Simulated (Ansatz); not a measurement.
# HfOs (Pm-3m): from the cell to its phonons, part 2 of 2

Wanted: phonon frequencies of HfOs (Pm-3m) and what follows from them.

Ansatz 0.2.0; DFT PBEsol, scalar-relativistic, plane waves, PAW; PAW set soft_1.

So far. Step 3 (Relaxing to small forces for the phonons): The forces vanish by symmetry and the pressure is 0.000 GPa, within the tolerances set. The cell now holds 16.76 Å³/atom. The relaxed cell has a = 3.225 Å (conventional setting).

## Step 4: Modes at Γ

The zone centre comes first: it holds the modes that light can see, as far as symmetry allows. No field response is asked, since the mesh shows no gap.

input.yaml

```yaml
crystal:
  lattice:
    - [3.2245294961, 0.0, 0.0]
    - [0.0, 3.2245294961, 0.0]
    - [0.0, 0.0, 3.2245294961]
  atoms:
    - { symbol: Hf, position: [0.0, 0.0, 0.0] }
    - { symbol: Os, position: [0.5, 0.5, 0.5] }
kpoints:
  mp_grid: { grid: [16, 16, 16] }
hamiltonian:
  xc: pbesol
  pseudopotentials: { kind: paw, azcp: { folder: soft_1 }, xc_functional: pbe }
scf:
  occupations: { method: methfessel_paxton, width: 0.2 }
output:
  eigenvalues: true
phonons:
  method: dfpt
```

Started as:

```bash
$ ansatz run input.yaml --threads 4 --pin off --max-ram 10240MiB --backend cpu --events-out ev --progress --plain --runs-dir out
```

Numbers of over 12 decimals in the logs are rounded to 6 here.

The log of the run:

```text
[...]
Crystal: 2 atoms, lattice volume = 33.527 Å³
Basis set: ecut = 420 eV, 691 PW (Γ), exchange–correlation on 48×48×48 points (8 copies of the dense FFT grid, shifted against one another)
Bands: 26, of which v1, the nominal top of the filled ones, is band 21 counted from 1 (20 counted from 0)
Symmetry: 48 space group operations
k-points: 405 of 4096 (irreducible under 8 space group operations, time reversal used)
[...]
SCF iter   1: F=—  HF=-26855.059979 eV  |F-HF|=—  |Δ(HF+E_count)|=         —  Δρ=1.67e-1  dr2=1.63e1  ethr=3.10e-3  ⟨swp⟩=4.8  Hψ=38758  notcnv=0
[...]
SCF iter  11: F=-26852.423862 eV  HF=-26852.423862 eV  |F-HF|=7.28e-12  |Δ(HF+E_count)|=  6.55e-11  S|Δr|=    0.00e0  Δρ=1.24e-7  dr2=2.80e-12  ethr=1.00e-12  ⟨swp⟩=9.3  Hψ=59728  notcnv=0
SCF 1 converged in 11 iterations: F = -26852.423862 eV  dr2 = 2.80e-12
[...]
DFPT response loops at Γ: preconditioner auto → Kerker (q_TF=auto, 2.833 Å⁻¹) (partly filled bands, converged f_vac=0.000); β = 1.00, the filter's whole step (`scf.mixing.beta` (0.50) is not read by the response loops under this deck's `scf.mixing.preconditioner`; to damp them name `kerker` or `kerker_dos`, under which they read `scf.mixing.beta`, and type it under 1.00, their step now; both keys bind the ground state too); Broyden in place of MSR1
SCF converged after 11 iterations
[...]
Free energy (F): -26852.423862 eV
[...]
Internal energy: -26852.424193 eV  (E = F + TS)
E sigma→0 (E₀):  -26852.423945 eV
Entropy (-TS):   0.000331 eV (0.165 meV/atom)
Fermi energy:    22.763648 eV
[...]
--- Band table (eV; the first three rows and the last of 405) ---
  k-point 0: bands = [... 17 lower, 17.3865, 21.2200, 21.2200, 21.2200, 25.3457, 25.3457, 28.9754, 28.9754, ... 1 higher]
  k-point 1: bands = [... 17 lower, 17.4562, 21.2075, 21.2075, 21.2493, 25.2202, 25.3853, 28.4220, 28.4220, ... 1 higher]
  k-point 2: bands = [... 17 lower, 17.6549, 21.1743, 21.1743, 21.3353, 24.8670, 25.4856, 27.4858, 27.4858, ... 1 higher]
  k-point 404: bands = [... 17 lower, 19.6055, 20.7298, 20.7298, 20.7298, 23.4701, 23.4701, 27.1637, 29.2337, ... 1 higher]
--- Phonons (Γ-DFPT): 2 representative perturbations + reference, on 405 of 4096 k-points (Σ response iterations 6) ---
  k mesh reduced under 8 symmetry operations, with k and −k counted as one. Each operation leaves every solved perturbation unchanged. A smaller set is not used because it would not reduce the number of displacements times k-points to solve
  ASR residual: 2.606e-4 → 0.000e0 eV/Å²; symmetrization residual: 1.256e-5 eV/Å²
  ASR residual per site (eV/Å²): 2.61e-4 2.01e-6
  Γ frequencies (cm⁻¹): 0.00 0.00 0.00 155.95 155.95 155.95
  non-analytic LO–TO correction: not included (Born effective charges unavailable; polar crystals: no LO–TO splitting at Γ)
```

The job ended after 28 s (4 threads of Arm Neoverse V1, shared host; peak memory 1.2 GiB).

Numbers from this step:

* sum-rule residual before enforcement: 2.61e-4 eV/Å²
* point group: m-3m
* highest optical mode at the zone centre (no LO-TO term): 155.9 cm⁻¹
* lowest optical zone-centre mode: 155.9 cm⁻¹

Patterns of degenerate modes are one choice out of their space. Modes at Γ, with each element's share of the kinetic energy:

| mode | frequency (cm⁻¹) | symmetry | Hf % | Os % |
| --- | --- | --- | --- | --- |
| 1 | 0.0 | acoustic | 48 | 52 |
| 2 | 0.0 | acoustic | 48 | 52 |
| 3 | 0.0 | acoustic | 48 | 52 |
| 4 | 155.9 | T1u | 52 | 48 |
| 5 | 155.9 | T1u | 52 | 48 |
| 6 | 155.9 | T1u | 52 | 48 |

Displacements in mode 6 (155.9 cm⁻¹), the largest set to 1:
```
Hf1  0.00  0.00  1.00
Os2  0.00  0.00 -0.94
```

Before it was imposed, the acoustic sum rule was missed by 2.6e-4 eV/Å². Small misses are needed for a sound result but don't prove that mesh and cutoff are converged. The lowest optical mode is real, 156 cm⁻¹.

## Step 5: Response at finite wavevector

Stability and thermal properties need the whole zone. Linear response on a 4×4×4 q mesh gives force constants as far as a supercell of that size would.

input.yaml, as its differences from that of step 4:

```diff
@@ -19 +19,8 @@
   method: dfpt
+  qmesh: [4, 4, 4]
+  temperatures: { t_max: 1000, t_step: 50 }
+  qpath:
+    path:
+      - [[0.0, 0.0, 0.0], [0.0, 0.5, 0.0], [0.5, 0.5, 0.0], [0.0, 0.0, 0.0], [0.5, 0.5, 0.5], [0.0, 0.5, 0.0]]
+      - [[0.5, 0.5, 0.5], [0.5, 0.5, 0.0]]
+    npoints: 10
```

The log of the run:

```text
[...]
Crystal: 2 atoms, lattice volume = 33.527 Å³
Basis set: ecut = 420 eV, 691 PW (Γ), exchange–correlation on 48×48×48 points (8 copies of the dense FFT grid, shifted against one another)
Bands: 26, of which v1, the nominal top of the filled ones, is band 21 counted from 1 (20 counted from 0)
Symmetry: 48 space group operations
k-points: 165 of 4096
[...]
SCF iter   1: F=—  HF=-26855.059991 eV  |F-HF|=—  |Δ(HF+E_count)|=         —  Δρ=1.67e-1  dr2=1.63e1  ethr=3.10e-3  ⟨swp⟩=4.7  Hψ=15679  notcnv=0
[...]
SCF iter  11: F=-26852.423862 eV  HF=-26852.423862 eV  |F-HF|=0.00e0  |Δ(HF+E_count)|=  1.31e-10  S|Δr|=    0.00e0  Δρ=1.24e-7  dr2=2.77e-12  ethr=1.00e-12  ⟨swp⟩=9.5  Hψ=24345  notcnv=0
SCF 1 converged in 11 iterations: F = -26852.423862 eV  dr2 = 2.77e-12
[...]
SCF iter   1: F=—  HF=-26852.423862 eV  |F-HF|=—  |Δ(HF+E_count)|=         —  Δρ=2.75e-7  dr2=2.24e-11  ethr=4.59e-9  ⟨swp⟩=4.4  Hψ=32935  notcnv=0
eigensolver tolerance schedule: the retry pair's looser diagonalisation over-reported the residual by 85983.30 of it (diagonalisation noise at 0.15 of the residual, at the tolerance the schedule requests for it); recorded, not acted on — ethr = c·dr2/N_el stays at c = 1.0e-1
[...]
SCF iter   2: F=-26852.423862 eV  HF=-26852.423862 eV  |F-HF|=0.00e0  |Δ(HF+E_count)|=   2.48e-7  S|Δr|=    0.00e0  Δρ=1.38e-7  dr2=4.06e-12  ethr=1.00e-12  ⟨swp⟩=5.1  Hψ=23393  notcnv=0
SCF 2 converged in 2 iterations: F = -26852.423862 eV  dr2 = 4.06e-12
phonons: the bands overlap, so this run is a metal and interpolates without the dipole-dipole term. If the crystal is really an insulator or semiconductor, its LO-TO splitting is missing
NSCF: frozen V_eff on 165 k-points
[...]
DFPT response loops at q = (0, 0, 0) (fractional): preconditioner auto → Kerker (q_TF=auto, 2.833 Å⁻¹) (partly filled bands, converged f_vac=0.000); β = 1.00, the filter's whole step (`scf.mixing.beta` (0.50) is not read by the response loops under this deck's `scf.mixing.preconditioner`; to damp them name `kerker` or `kerker_dos`, under which they read `scf.mixing.beta`, and type it under 1.00, their step now; both keys bind the ground state too); Broyden in place of MSR1
[...]
SCF converged after 11 iterations
[...]
Free energy (F): -26852.423862 eV
[...]
Internal energy: -26852.424193 eV  (E = F + TS)
E sigma→0 (E₀):  -26852.423945 eV
Entropy (-TS):   0.000331 eV (0.165 meV/atom)
Fermi energy:    22.763648 eV
[...]
--- Band table (eV; the first three rows and the last of 165) ---
  k-point 0: bands = [... 17 lower, 17.3865, 21.2200, 21.2200, 21.2200, 25.3457, 25.3457, 28.9754, 28.9754, ... 1 higher]
  k-point 1: bands = [... 17 lower, 17.4562, 21.2075, 21.2075, 21.2493, 25.2202, 25.3853, 28.4220, 28.4220, ... 1 higher]
  k-point 2: bands = [... 17 lower, 17.6549, 21.1743, 21.1743, 21.3353, 24.8670, 25.4856, 27.4858, 27.4858, ... 1 higher]
  k-point 164: bands = [... 17 lower, 19.6055, 20.7298, 20.7298, 20.7298, 23.4701, 23.4701, 27.1637, 29.2337, ... 1 higher]
--- Phonons (Γ-DFPT): 2 representative perturbations + reference (Σ response iterations 6) ---
  ASR residual: 2.059e-5 → 0.000e0 eV/Å²; symmetrization residual: 1.115e-5 eV/Å²
  ASR residual per site (eV/Å²): 2.06e-5 3.40e-6
  Γ frequencies (cm⁻¹): 0.00 0.00 0.00 155.95 155.95 155.95
--- Phonons (arbitrary-q DFPT): 10 irreducible q on the 4×4×4 mesh ---
  q = [0.0000, 0.0000, 0.0000] (star 1, of the zone-centre solve; hermiticity 2.71e-6, symmetrization 2.40e-11): -0.00 0.00 0.00 155.95 155.95 155.95
  q = [0.0000, 0.0000, 0.2500] (star 6, 4 solved perturbations in 4032 linear systems a pass and spin channel, the states on 1296 of 4096 k-point pairs; hermiticity 2.41e-6, symmetrization 5.31e-13): 64.34 64.34 112.33 148.35 148.35 197.91
[...]
q = [0.0000, 0.2500, -0.5000] (star 12, 6 solved perturbations on 1296 of 4096 k-point pairs; hermiticity 1.16e-6, symmetrization 8.40e-14): 113.44 124.15 138.90 139.62 172.65 197.86
[...]
sum rule: each row above includes the acoustic sum rule's correction from the zone centre's row sums; it moved no ω² by more than (0.18 cm⁻¹)²
  mesh force constants: q→R imaginary residual 1.53e-18; ASR residual 2.059e-5 → 0.000e0 eV/Å²; symmetrization residual 8.882e-15 eV/Å²
  interpolated dispersion: 62 rows × 6 modes
  density of states and harmonic sums: on the 20×20×20 q-mesh, interpolated from the force constants of a 4×4×4 supercell (no non-analytic term)
  largest difference from the sums on the solved wave vectors: F 1.27e-2 eV, S 1.67e-5 and C_V 4.01e-6 eV/K
  zero-point energy: 0.053972 eV/cell   skipped modes (ω ≤ 0): 3   left out of the sums: 6.25e-5 of the cell's modes: C_V's classical limit lies that fraction below 3 k_B per atom; for a crystal, a wire or a layer, F and S can be off by more, and a phonons.interpolated_qmesh denser along its periods is the remedy for the sampling
```

It took 15 min on 4 threads; peak memory 4.9 GiB.

This step gave:

* sum-rule residual before enforcement: 2.06e-5 eV/Å²
* lowest frequency on the path: 0 cm⁻¹
* highest frequency on the path or at a solved wavevector: 219.3 cm⁻¹
* mean frequency: 145.1 cm⁻¹
* Debye temperature (second moment): 277 K
* logarithmic mean frequency: 140.2 cm⁻¹
* lowest mode on the q mesh (acoustic modes at Γ apart): 64.34 cm⁻¹
* zero-point energy per atom: 26.99 meV
* heat capacity at 300 K: 23.91 J/(mol atoms K)
* vibrational entropy at 300 K: 35.36 J/(mol atoms K)

Frequencies (cm⁻¹) solved at each irreducible wavevector; negative means imaginary. Frequencies by wavevector, by row:

| q in reciprocal lattice units | star | mode 1 | mode 2 | mode 3 | mode 4 | mode 5 | mode 6 |
| --- | --- | --- | --- | --- | --- | --- | --- |
| 0 0 0 | 1 | 0 | 0 | 0 | 155.9 | 155.9 | 155.9 |
| 0 0 0.25 | 6 | 64.3 | 64.3 | 112.3 | 148.3 | 148.3 | 197.9 |
| 0 0 -0.5 | 3 | 106.1 | 106.1 | 137.9 | 137.9 | 163.3 | 219.3 |
| 0 0.25 0.25 | 12 | 87.5 | 89.3 | 144.3 | 145 | 174.4 | 177.9 |
| 0 0.25 -0.5 | 12 | 113.4 | 124.2 | 138.9 | 139.6 | 172.7 | 197.9 |
| 0 -0.5 -0.5 | 3 | 120 | 133.3 | 133.3 | 141.3 | 189.4 | 189.4 |
| 0.25 0.25 0.25 | 8 | 110.8 | 110.8 | 154.6 | 163.4 | 168.8 | 168.8 |
| 0.25 0.25 -0.5 | 12 | 128.5 | 141.6 | 143.3 | 155.1 | 173.3 | 184.7 |
| 0.25 -0.5 -0.5 | 6 | 145.2 | 145.2 | 147.4 | 161 | 184.6 | 184.6 |
| -0.5 -0.5 -0.5 | 1 | 169.5 | 169.5 | 169.5 | 172.1 | 172.1 | 172.1 |

Interpolated from a 4×4×4 q mesh. Phonon branches along the path, in cm⁻¹:

| point | branch 1 | branch 2 | branch 3 | branch 4 | branch 5 | branch 6 |
| --- | --- | --- | --- | --- | --- | --- |
| Γ | 0 | 0 | 0 | 156 | 156 | 156 |
| halfway | 64 | 64 | 112 | 148 | 148 | 198 |
| X | 106 | 106 | 138 | 138 | 163 | 219 |
| halfway | 113 | 124 | 139 | 140 | 173 | 198 |
| M | 120 | 133 | 133 | 141 | 189 | 189 |
| halfway | 88 | 89 | 144 | 145 | 174 | 178 |
| Γ | 0 | 0 | 0 | 156 | 156 | 156 |
| halfway | 111 | 111 | 155 | 163 | 169 | 169 |
| R | 170 | 170 | 170 | 172 | 172 | 172 |
| halfway | 128 | 142 | 143 | 155 | 173 | 185 |
| X | 106 | 106 | 138 | 138 | 163 | 219 |
| jump to R | 170 | 170 | 170 | 172 | 172 | 172 |
| halfway | 145 | 145 | 147 | 161 | 185 | 185 |
| M | 120 | 133 | 133 | 141 | 189 | 189 |

The phonon branches as a text plot (rows in cm⁻¹):

```
    215 |     ****                                     ***
    206 |    *    **
    196 |   *       *                                 *
    187 |            *****                          **       ****
    178 |  *        **    ******           ***  ****      ***
    169 | *       **          ***   ******** ****** ****  ***
    160 |*     ***         **   ******* *   **  ****    ** * *
    151 | ***             *   ****      *****    *****      ***
    142 |    *****************         *   *      ********   ****
    132 |    *       ****                **        *** *      ***
    123 |          ** ****    *                      **        **
    114 |   *     ****   **          ** *             **
    105 |      ****        **                           **
     96 |                      *
     87 |     *              *         *
     78 |    *                *     *
     69 |  **                 * *    **
     59 |                      *
     50 | *                    *    *
     41 |  *                    *  *
     32 |                       **
     23 |**                      * *
     14 |*                       *
      5 |                         *
         Γ      X      M          Γ            R        X|R     M
```

The phonon density of states has structure finer than the step of the table below, so its rows give means over 10 cm⁻¹, whole bins alone (the curve runs from 1 to 219 cm⁻¹). Peaks (cm⁻¹: height): 141.0: 0.120, 179.0: 0.0778.

Tetrahedra on a 20×20×20 mesh, mean over bins of 2 cm-1. Interpolated from a 4×4×4 q mesh. Phonon density of states against wavenumber; means over each step:

| wavenumber (cm⁻¹) | phonon density of states (1/cm⁻¹/cell) |
| --- | --- |
| 10 | 1.1e-4 |
| 20 | 5.4e-4 |
| 30 | 0.00132 |
| 40 | 0.00236 |
| 50 | 0.00375 |
| 60 | 0.00558 |
| 70 | 0.00797 |
| 80 | 0.0112 |
| 90 | 0.0159 |
| 100 | 0.0238 |
| 110 | 0.0369 |
| 120 | 0.0392 |
| 130 | 0.0337 |
| 140 | 0.0902 |
| 150 | 0.0952 |
| 160 | 0.0590 |
| 170 | 0.0463 |
| 180 | 0.0672 |
| 190 | 0.0381 |
| 200 | 0.0131 |
| 210 | 0.00738 |

Phonopy on the run's constants, 17x17x17 mesh, Gaussian sigma 2.0 cm-1. Interpolated from a 4×4×4 q mesh. The partial phonon density of states by wavenumber; read off at these points; values in 1/cm⁻¹/cell:

| wavenumber (cm⁻¹) | Hf | Os |
| --- | --- | --- |
| -5.0 | 2.5e-6 | 2.5e-6 |
| 0.0 | 5.5e-5 | 6.0e-5 |
| 5.0 | 3.1e-6 | 3.1e-6 |
| 10.0 | 1.9e-5 | 2.8e-5 |
| 15.0 | 2.3e-4 | 2.4e-4 |
| 20.0 | 2.5e-4 | 2.7e-4 |
| 25.0 | 3.8e-4 | 4.1e-4 |
| 30.0 | 7.3e-4 | 7.7e-4 |
| 35.0 | 9.4e-4 | 0.00102 |
| 40.0 | 0.00113 | 0.00122 |
| 45.0 | 0.00144 | 0.00150 |
| 50.0 | 0.00210 | 0.00221 |
| 55.0 | 0.00177 | 0.00185 |
| 60.0 | 0.00266 | 0.00280 |
| 65.0 | 0.00416 | 0.00416 |
| 70.0 | 0.00351 | 0.00357 |
| 75.0 | 0.00474 | 0.00436 |
| 80.0 | 0.00616 | 0.00563 |
| 85.0 | 0.00639 | 0.00581 |
| 90.0 | 0.00943 | 0.00757 |
| 95.0 | 0.0108 | 0.00820 |
| 100.0 | 0.0147 | 0.00911 |
| 105.0 | 0.0204 | 0.00979 |
| 110.0 | 0.0264 | 0.0117 |
| 115.0 | 0.0277 | 0.0114 |
| 116.7 | 0.0295 | 0.0128 |
| 120.0 | 0.0271 | 0.0112 |
| 125.0 | 0.0219 | 0.0123 |
| 130.0 | 0.0194 | 0.0152 |
| 135.0 | 0.0178 | 0.0217 |
| 140.0 | 0.0243 | 0.0777 |
| 141.4 | 0.0261 | 0.0851 |
| 145.0 | 0.0309 | 0.0775 |
| 147.6 | 0.0333 | 0.0732 |
| 150.0 | 0.0304 | 0.0644 |
| 155.0 | 0.0270 | 0.0484 |
| 160.0 | 0.0215 | 0.0343 |
| 165.0 | 0.0219 | 0.0316 |
| 170.0 | 0.0219 | 0.0244 |
| 175.0 | 0.0290 | 0.0232 |
| 180.0 | 0.0440 | 0.0279 |
| 181.6 | 0.0452 | 0.026 |
| 185.0 | 0.0407 | 0.0195 |
| 190.0 | 0.0283 | 0.00975 |
| 195.0 | 0.0146 | 0.00279 |
| 200.0 | 0.0113 | 0.00173 |
| 205.0 | 0.00972 | 0.00121 |
| 210.0 | 0.00686 | 6.1e-4 |
| 215.0 | 0.00449 | 2.5e-4 |
| 220.0 | 9.7e-4 | 2.5e-5 |
| 225.0 | 9.3e-6 | 0 |
| 230.0 | 0 | 0 |

Second derivatives of the energy by pair, one row for each kind of neighbour of each atom listed. Each entry sums the pair over the periodic images of the supercell that the q mesh stands for, and in a polar crystal it holds the long-range dipole part too. Force constants by pair, by row:

| atom | neighbour | distance (Å) | third of the trace (eV/Å²) | along the pair's line (eV/Å²) |
| --- | --- | --- | --- | --- |
| Hf1 | itself | 0 | 15 | – |
| Hf1 | Os | 2.793 | -1.207 | -2.605 |
| Hf1 | Hf | 3.225 | -0.6462 | -3.337 |
| Hf1 | Hf | 4.56 | -0.0968 | -0.7584 |
| Hf1 | Os | 5.347 | 0.0414 | 0.1584 |
| Hf1 | Hf | 5.585 | -0.1597 | -0.4734 |
| Hf1 | Hf | 6.449 | 0.0166 | -0.1094 |
| Hf1 | Os | 7.028 | 0.0124 | 0.0491 |
| Hf1 | Hf | 7.21 | -0.0141 | -0.034 |
| Os2 | itself | 0 | 15.05 | – |
| Os2 | Hf | 2.793 | -1.207 | -2.605 |
| Os2 | Os | 3.225 | -0.8666 | -1.604 |
| Os2 | Os | 4.56 | -0.0753 | -0.3463 |
| Os2 | Hf | 5.347 | 0.0414 | 0.1584 |
| Os2 | Os | 5.585 | -0.1324 | -0.4578 |
| Os2 | Os | 6.449 | 0.0938 | -0.1721 |
| Os2 | Hf | 7.028 | 0.0124 | 0.0491 |
| Os2 | Os | 7.21 | -0.0047 | -0.0208 |

Harmonic thermodynamic functions per atom, from the density of states. Interpolated from a 4×4×4 q mesh. Thermodynamic functions, by row:

| T (K) | F_vib (meV/atom) | S (J/mol-atom/K) | C_V (J/mol-atom/K) |
| --- | --- | --- | --- |
| 0 | 26.99 | 0 | 0 |
| 50 | 26.61 | 2.868 | 7.509 |
| 100 | 22.89 | 11.65 | 17.47 |
| 200 | 2.9 | 25.88 | 22.71 |
| 300 | -29.13 | 35.36 | 23.91 |
| 400 | -69.53 | 42.31 | 24.36 |
| 500 | -116.3 | 47.77 | 24.56 |
| 600 | -168.2 | 52.26 | 24.68 |
| 700 | -224.4 | 56.07 | 24.75 |
| 800 | -284.3 | 59.38 | 24.79 |
| 900 | -347.3 | 62.3 | 24.82 |
| 1000 | -413.3 | 64.91 | 24.85 |

Harmonic mean-square displacement, third of the trace. Interpolated from a 4×4×4 q mesh. Mean square displacements, by row:

| T (K) | Hf1 U_eq (Å²) | Os2 U_eq (Å²) |
| --- | --- | --- |
| 0 | 7.10e-4 | 6.60e-4 |
| 100 | 0.00109 | 0.00101 |
| 300 | 0.00272 | 0.00252 |
| 600 | 0.00533 | 0.00493 |

Symmetry leaves 10 wavevectors to solve. The lowest mode among them, the acoustic zeros apart, lies at q = (0, 0, 0.25) and is real, 64.3 cm⁻¹.

## Step 6: Another isotope

An isotope changes the mass and not the force constants, so no new electronic calculation is needed; the shifts show which modes move this element.

The same force constants with the mass of Hf changed from 178.486 to 173.940 u (phonopy, no LO-TO term). Both lists are sorted by frequency; levels can cross, so a row need not hold one and the same mode. Modes under 3 cm⁻¹ are left out. Isotope shifts, by row:

| q | rank | natural mass (cm⁻¹) | changed mass (cm⁻¹) |
| --- | --- | --- | --- |
| 0 0 0 | 4 | 155.9 | 157 |
| 0 0 0 | 5 | 155.9 | 157 |
| 0 0 0 | 6 | 155.9 | 157 |
| 0 0 0.25 | 1 | 64.34 | 64.8 |
| 0 0 0.25 | 2 | 64.34 | 64.8 |
| 0 0 0.25 | 3 | 112.3 | 112.8 |
| 0 0 0.25 | 4 | 148.3 | 149.2 |
| 0 0 0.25 | 5 | 148.3 | 149.2 |
| 0 0 0.25 | 6 | 197.9 | 199.7 |
| 0 0 -0.5 | 1 | 106.1 | 107.5 |
| 0 0 -0.5 | 2 | 106.1 | 107.5 |
| 0 0 -0.5 | 3 | 137.9 | 137.9 |
| 0 0 -0.5 | 4 | 137.9 | 137.9 |
| 0 0 -0.5 | 5 | 163.3 | 163.3 |
| 0 0 -0.5 | 6 | 219.3 | 222.2 |
| 0 0.25 0.25 | 1 | 87.46 | 88.16 |
| 0 0.25 0.25 | 2 | 89.33 | 89.83 |
| 0 0.25 0.25 | 3 | 144.3 | 144.7 |
| 0 0.25 0.25 | 4 | 145 | 145.8 |
| 0 0.25 0.25 | 5 | 174.4 | 175.7 |
| 0 0.25 0.25 | 6 | 177.9 | 179.7 |

A mode of this element alone would shift by +1.30 %. The highest zone-centre frequency without the field goes from 155.9 to 157.0 cm⁻¹ (+0.7 %). The product of the frequency ratios over all optical modes at Γ is 1.020; the product rule, (m/m′)^(3k/2) (M′/M)^(3/2) with k = 1 such atoms and M the mass of the cell, gives 1.020.

## Step 7: Summary of results

```json
{
  "space group after relaxation (within 0.01 Å)": "Pm-3m",
  "volume per atom": "16.8 Å³",
  "electronic character": "no gap on this mesh",
  "highest optical mode at the zone centre (no LO-TO term)": "156 cm⁻¹",
  "lowest optical zone-centre mode": "156 cm⁻¹",
  "lowest mode on the q mesh (acoustic modes at Γ apart)": "64.3 cm⁻¹",
  "highest frequency on the path or at a solved wavevector": "219 cm⁻¹",
  "zero-point energy per atom": "27.0 meV",
  "heat capacity at 300 K": "23.9 J/(mol atoms K)",
  "vibrational entropy at 300 K": "35.4 J/(mol atoms K)",
  "Debye temperature (second moment)": "277 K",
  "imaginary modes on the 4×4×4 q mesh": "none"
}
```

In words: The structure is a minimum as far as tested: no mode is imaginary at the 10 irreducible wavevectors of the 4×4×4 mesh, and the softest away from the acoustic zeros lies at 64 cm⁻¹. The optical modes at Γ form one degenerate level at 156 cm⁻¹. With no gap, or one that is small against the smearing, the frequencies hang on the k mesh and the smearing, most of all near Kohn anomalies. Spin-orbit coupling is left out, which can matter for the heavy elements here. The PAW files were made for PBE and serve the other functionals too. These are harmonic frequencies at zero temperature: anharmonic shifts, linewidths and thermal expansion are left out.

[Logs are printed without paths, hosts, clocks, repeated set-up lines and the standing remarks that a program may print on its own settings, such as how far it seeks lower states.]

[Hosts, paths, dates, database ids (printed as entryN), source tags and the programs' standing remarks are cut or masked in the printed files.]
